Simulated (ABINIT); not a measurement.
**SiC (F-43m): G0W0 in ABINIT against the k mesh**

Aim: move the k mesh of a G0W0 run on SiC (F-43m) over a wide range.

Calculated with ABINIT 10.8.3; PBE and many-body steps on it, plane waves.

Report form: the programs' logs are mostly left out.

## (1) Set-up

Symmetry: F-43m, No. 216, cubic system. Conventional cell: a = 4.358 Å, b = 4.358 Å, c = 4.358 Å, α = 90.00°, β = 90.00°, γ = 90.00°. Si has 4 C at 1.89 Å nearest. Nearest to C lie 4 Si at 1.89 Å. Farther neighbours are not listed.

The cell and positions come from the Crystallography Open Database and are kept as given unless a step says otherwise.

## (2) Empty states on the mesh, 6×6×6 mesh, 387 bands

This step: ABINIT 10.8.3; DFT, PBE, plane waves, norm-conserving pseudopotentials.

The sums over transitions need many empty states on a uniform mesh; this step solves for them.

The input, run.abi:

```
acell 3*1.0 Angstrom
rprim 
  -0.000000000000 2.179000000000 2.179000000000
  2.179000000000 0.000000000000 2.179000000000
  2.179000000000 2.179000000000 -0.000000000000
ntypat 2
znucl 14 6
natom 2
typat 1 2
xred 
  0.000000000000 0.000000000000 0.000000000000
  0.250000000000 0.250000000000 0.250000000000
pp_dirpath "pseudos"
pseudos "Si.upf, C.upf"
ecut 37
ngkpt 6 6 6
nshiftk 1
shiftk 0 0 0
kptopt 1
chksymbreak 0
irdden 1
istwfk *1
nband 387
prtvol 0
optdriver 6
gwr_task "HDIAGO"
paral_kgb 0
occopt 1
indata_prefix "in"
outdata_prefix "out"
tmpdata_prefix "tmp"
```

Launch:

```console
> OMP_NUM_THREADS=1 mpirun -n 4 abinit run.abi > log
```

The job ended after 16 s (4 MPI ranks of Intel Xeon 6975P-C (Granite Rapids), shared host; peak memory 0.78 GiB).

This step gave:

- gap: 1.361 eV
- k of the valence top: 0, 0, 0
- k of the conduction bottom: 0.5, 0.5, 0
- least direct gap: 4.553 eV
- k points computed: 16
- lowest point of the top converged band, above the valence top: 378.4276 eV

On this mesh the gap is 1.361 eV.

The density comes from a self-consistent run that is not shown.

## (3) Empty states on the mesh, 4×4×4 mesh, 107 bands

Changes to run.abi since step 2:

```diff
@@ -15,3 +15,3 @@
 ecut 37
-ngkpt 6 6 6
+ngkpt 4 4 4
 nshiftk 1
@@ -22,3 +22,3 @@
 istwfk *1
-nband 387
+nband 107
 prtvol 0
```

The job ended after 8.7 s (4 MPI ranks; peak memory 0.75 GiB).

Numbers from this step:

- gap: 1.361 eV
- k of the valence top: 0, 0, 0
- k of the conduction bottom: 0.5, 0.5, 0
- least direct gap: 4.553 eV
- k points computed: 8
- lowest point of the top converged band, above the valence top: 140.3768 eV

On this mesh the gap is 1.361 eV.

## (4) Empty states on the mesh, 8×8×8 mesh, 107 bands

Changes to run.abi since step 3:

```diff
@@ -15,3 +15,3 @@
 ecut 37
-ngkpt 4 4 4
+ngkpt 8 8 8
 nshiftk 1
```

The job ended after 26 s (4 MPI ranks; peak memory 0.78 GiB).

Numbers from this step:

```
gap                                                           : 1.361 eV
k of the valence top                                          : 0, 0, 0
k of the conduction bottom                                    : 0.5, 0.5, 0
least direct gap                                              : 4.553 eV
k points computed                                             : 29
lowest point of the top converged band, above the valence top : 140.3768 eV
```

On this mesh the gap is 1.361 eV.

## (5) Empty states on the mesh, 10×10×10 mesh, 107 bands

Changes to run.abi since step 4:

```diff
@@ -15,3 +15,3 @@
 ecut 37
-ngkpt 8 8 8
+ngkpt 10 10 10
 nshiftk 1
```

It took 37 s on 4 MPI ranks; peak memory 0.77 GiB; 2.4 min of CPU time.

This step gave:

```yaml
gap: 1.361 eV
k_of_the_valence_top: 0, 0, 0
k_of_the_conduction_bottom: 0.5, 0.5, 0
least_direct_gap: 4.553 eV
k_points_computed: 47
lowest_point_of_the_top_converged_band_above_the_valence_top: 141.8076 eV
```

On this mesh the gap is 1.361 eV.

## (6) Screening, 4×4×4 mesh, 99 bands, screening to 261.2 eV

The RPA dielectric matrix is built and inverted for each q.

This step: RPA screening on PBE, plane waves, norm-conserving pseudopotentials.

Changes to run.abi since step 5:

```diff
@@ -15,3 +15,3 @@
 ecut 37
-ngkpt 10 10 10
+ngkpt 4 4 4
 nshiftk 1
@@ -20,10 +20,11 @@
 chksymbreak 0
-irdden 1
 istwfk *1
-nband 107
-prtvol 0
-optdriver 6
-gwr_task "HDIAGO"
-paral_kgb 0
 occopt 1
+irdwfk 1
+optdriver 3
+nband 99
+ecuteps 9.6
+inclvkb 2
+awtr 1
+symchi 1
 indata_prefix "in"
```

Wall time 9.3 s (4 MPI ranks); peak memory 0.51 GiB; 36 s of CPU time.

This step gave:

| Quantity | Value |
| --- | --- |
| ε∞ with local fields, on this mesh, along the program's q direction | 8.706 |
| the same without local fields | 9.491 |
| plasma frequency | 23.09 eV |
| plane waves in the screening matrix | 181 |

Local fields lower ε∞ by 8 %. On a Γ-centred mesh this coarse the value itself is usually too large, while a short band sum pulls it down.

## (7) 4×4×4

This step: G0W0 on PBE, plane waves, norm-conserving pseudopotentials.

Changes to run.abi since step 6:

```diff
@@ -23,8 +23,17 @@
 irdwfk 1
-optdriver 3
+optdriver 4
 nband 99
+gwcalctyp 0
+ecutsigx 37
+symsigma 1
+nkptgw 2
+kptgw 
+  0.0000000000 0.0000000000 0.0000000000
+  0.5000000000 0.5000000000 0.0000000000
+bdgw 
+  2 8
+  3 6
 ecuteps 9.6
-inclvkb 2
-awtr 1
-symchi 1
+irdscr 1
+ppmodel 1
 indata_prefix "in"
```

Wall time 7.8 s (4 MPI ranks); peak memory 0.55 GiB.

Numbers from this step:

| Item | Value |
| --- | --- |
| G0W0 gap on the points computed | 2.055 eV |
| starting gap on the mesh | 1.361 eV |
| k of the valence top | 0, 0, 0 |
| k of the conduction bottom | 0.5, 0.5, 0 |
| Z at the valence top | 0.793 |
| Z at the conduction bottom | 0.82 |
| least direct G0W0 gap on the computed points | 5.556 eV |

## (8) Screening, 6×6×6 mesh, 99 bands, screening to 261.2 eV

This step: RPA screening on PBE, plane waves, norm-conserving pseudopotentials.

Changes to run.abi since step 7:

```diff
@@ -15,3 +15,3 @@
 ecut 37
-ngkpt 4 4 4
+ngkpt 6 6 6
 nshiftk 1
@@ -23,17 +23,8 @@
 irdwfk 1
-optdriver 4
+optdriver 3
 nband 99
-gwcalctyp 0
-ecutsigx 37
-symsigma 1
-nkptgw 2
-kptgw 
-  0.0000000000 0.0000000000 0.0000000000
-  0.5000000000 0.5000000000 0.0000000000
-bdgw 
-  2 8
-  3 6
 ecuteps 9.6
-irdscr 1
-ppmodel 1
+inclvkb 2
+awtr 1
+symchi 1
 indata_prefix "in"
```

The job ended after 57 s (4 MPI ranks; peak memory 0.78 GiB; 3.8 min of CPU time).

Numbers from this step:

| Quantity | Value |
| --- | --- |
| ε∞ with local fields, on this mesh, along the program's q direction | 7.082 |
| the same without local fields | 7.743 |
| plasma frequency | 23.09 eV |
| plane waves in the screening matrix | 181 |

## (9) 6×6×6

The self-energy is evaluated for the states that the input lists, and the levels follow from it, in one-shot runs by the linearised quasiparticle equation.

This step: G0W0 on PBE, plane waves, norm-conserving pseudopotentials.

Changes to run.abi since step 8:

```diff
@@ -23,8 +23,17 @@
 irdwfk 1
-optdriver 3
+optdriver 4
 nband 99
+gwcalctyp 0
+ecutsigx 37
+symsigma 1
+nkptgw 2
+kptgw 
+  0.0000000000 0.0000000000 0.0000000000
+  0.5000000000 0.5000000000 0.0000000000
+bdgw 
+  2 8
+  3 6
 ecuteps 9.6
-inclvkb 2
-awtr 1
-symchi 1
+irdscr 1
+ppmodel 1
 indata_prefix "in"
```

The job ended after 14 s (4 MPI ranks; peak memory 0.83 GiB).

This step gave:

```yaml
g0w0_gap_on_the_points_computed: 2.088 eV
starting_gap_on_the_mesh: 1.361 eV
k_of_the_valence_top: 0, 0, 0
k_of_the_conduction_bottom: 0.5, 0.5, 0
z_at_the_valence_top: 0.792
z_at_the_conduction_bottom: 0.82
least_direct_g0w0_gap_on_the_computed_points: 5.587 eV
```

The gap on the mesh goes from 1.36 eV to 2.09 eV, a correction of +0.73 eV.

## (10) Screening, 8×8×8 mesh, 99 bands, screening to 261.2 eV

This step: RPA screening on PBE, plane waves, norm-conserving pseudopotentials.

Changes to run.abi since step 9:

```diff
@@ -15,3 +15,3 @@
 ecut 37
-ngkpt 6 6 6
+ngkpt 8 8 8
 nshiftk 1
@@ -23,17 +23,8 @@
 irdwfk 1
-optdriver 4
+optdriver 3
 nband 99
-gwcalctyp 0
-ecutsigx 37
-symsigma 1
-nkptgw 2
-kptgw 
-  0.0000000000 0.0000000000 0.0000000000
-  0.5000000000 0.5000000000 0.0000000000
-bdgw 
-  2 8
-  3 6
 ecuteps 9.6
-irdscr 1
-ppmodel 1
+inclvkb 2
+awtr 1
+symchi 1
 indata_prefix "in"
```

Wall time 4.3 min (4 MPI ranks); peak memory 1.2 GiB.

This step gave:

| Quantity | Value |
| --- | --- |
| ε∞ with local fields, on this mesh, along the program's q direction | 6.670 |
| the same without local fields | 7.310 |
| plasma frequency | 23.09 eV |
| plane waves in the screening matrix | 181 |

## (11) 8×8×8

This step: G0W0 on PBE, plane waves, norm-conserving pseudopotentials.

Changes to run.abi since step 10:

```diff
@@ -23,8 +23,17 @@
 irdwfk 1
-optdriver 3
+optdriver 4
 nband 99
+gwcalctyp 0
+ecutsigx 37
+symsigma 1
+nkptgw 2
+kptgw 
+  0.0000000000 0.0000000000 0.0000000000
+  0.5000000000 0.5000000000 0.0000000000
+bdgw 
+  2 8
+  3 6
 ecuteps 9.6
-inclvkb 2
-awtr 1
-symchi 1
+irdscr 1
+ppmodel 1
 indata_prefix "in"
```

Run time: 23 s. Hardware: 4 MPI ranks; peak memory 1.3 GiB.

This step gave:

| Property | Result |
| --- | --- |
| G0W0 gap on the points computed | 2.092 eV |
| starting gap on the mesh | 1.361 eV |
| k of the valence top | 0, 0, 0 |
| k of the conduction bottom | 0.5, 0.5, 0 |
| least direct G0W0 gap on the computed points | 5.589 eV |

Against the run before, the gap moves by +0.004 eV.

## (12) Screening, 10×10×10 mesh, 99 bands, screening to 261.2 eV

This step: RPA screening on PBE, plane waves, norm-conserving pseudopotentials.

Changes to run.abi since step 11:

```diff
@@ -15,3 +15,3 @@
 ecut 37
-ngkpt 8 8 8
+ngkpt 10 10 10
 nshiftk 1
@@ -23,17 +23,8 @@
 irdwfk 1
-optdriver 4
+optdriver 3
 nband 99
-gwcalctyp 0
-ecutsigx 37
-symsigma 1
-nkptgw 2
-kptgw 
-  0.0000000000 0.0000000000 0.0000000000
-  0.5000000000 0.5000000000 0.0000000000
-bdgw 
-  2 8
-  3 6
 ecuteps 9.6
-irdscr 1
-ppmodel 1
+inclvkb 2
+awtr 1
+symchi 1
 indata_prefix "in"
```

It took 15 min on 4 MPI ranks; peak memory 1.9 GiB; 61 min of CPU time.

This step gave:

```yaml
eps_infinity_with_local_fields_on_this_mesh_along_the_program_s_q_direction: 6.565
the_same_without_local_fields: 7.201
plasma_frequency: 23.09 eV
plane_waves_in_the_screening_matrix: 181
```

## (13) 10×10×10

This step: G0W0 on PBE, plane waves, norm-conserving pseudopotentials.

Changes to run.abi since step 12:

```diff
@@ -23,8 +23,17 @@
 irdwfk 1
-optdriver 3
+optdriver 4
 nband 99
+gwcalctyp 0
+ecutsigx 37
+symsigma 1
+nkptgw 2
+kptgw 
+  0.0000000000 0.0000000000 0.0000000000
+  0.5000000000 0.5000000000 0.0000000000
+bdgw 
+  2 8
+  3 6
 ecuteps 9.6
-inclvkb 2
-awtr 1
-symchi 1
+irdscr 1
+ppmodel 1
 indata_prefix "in"
```

The job ended after 39 s (4 MPI ranks; peak memory 1.9 GiB).

Numbers from this step:

```
G0W0 gap on the points computed              : 2.091 eV
starting gap on the mesh                     : 1.361 eV
k of the valence top                         : 0, 0, 0
k of the conduction bottom                   : 0.5, 0.5, 0
least direct G0W0 gap on the computed points : 5.59 eV
```

Against the run before, the gap moves by −0.001 eV.

## (14) The runs together

Times are wall times on 4 MPI ranks of Intel Xeon 6975P-C (Granite Rapids), shared host, good to a factor of about two. A run's time includes the screening step that it read.

| run | mesh | bands | screening cutoff (eV) | DFT gap (eV) | gap on the mesh (eV) | direct (eV) | ε∞ used | time |
| --- | --- | --- | --- | --- | --- | --- | --- | --- |
| 4×4×4 | 4×4×4 | 99 | 261.2 | 1.361 | 2.055 | 5.556 | 8.71 | 17 s |
| 6×6×6 | 6×6×6 | 99 | 261.2 | 1.361 | 2.088 | 5.587 | 7.08 | 70 s |
| 8×8×8 | 8×8×8 | 99 | 261.2 | 1.361 | 2.092 | 5.589 | 6.67 | 4.7 min |
| 10×10×10 | 10×10×10 | 99 | 261.2 | 1.361 | 2.091 | 5.590 | 6.57 | 16 min |

## (15) Summary of results

```json
{"4×4×4": "2.055 eV", "6×6×6": "2.088 eV", "8×8×8": "2.092 eV", "10×10×10": "2.091 eV", "known limits": "not at the basis limit; coarse k mesh"}
```

The setting moved: k mesh. From 4×4×4 to 10×10×10 the gap moves by +0.04 eV, for 56 times the time. It holds to 0.03 eV from 6×6×6 on. Bands and screening cutoff are coupled, so a series along one setting does not show full convergence. Bands and cutoff are finite, so the gap is not at the basis limit. The miss can reach some tenths of an eV and take either sign; the mesh is an error of its own. In the G0W0 runs levels were corrected at 2 k points alone, so a gap called «on the mesh» is the least over those, and an edge elsewhere would be missed. The 4×4×4 mesh is coarse for this cell, which bears on the long-range parts of exchange and screening.

[Paths, hosts, dates, memory and timing lines, banners, echoed tables and standing remarks are left out of the program output.]

[Logs are printed without paths, hosts, clocks, repeated set-up lines and the standing remarks that a program may print on its own settings, such as how far it seeks lower states.]

[Runs of the session that timed out or met a known fault of the program may be left out.]

[Hosts, paths, dates, database ids (printed as entryN), source tags and the programs' standing remarks are cut or masked in the printed files.]

[G0W0 gaps are taken among the corrected bands and points alone; a level outside them can change the order at an edge.]

[Where Ansatz stands beside ABINIT at settings called matched, ABINIT's density can come from a denser mesh and the files from another edition; pairs whose starting gaps differed by over 0.03 eV were left out, so agreement reads better than it is.]
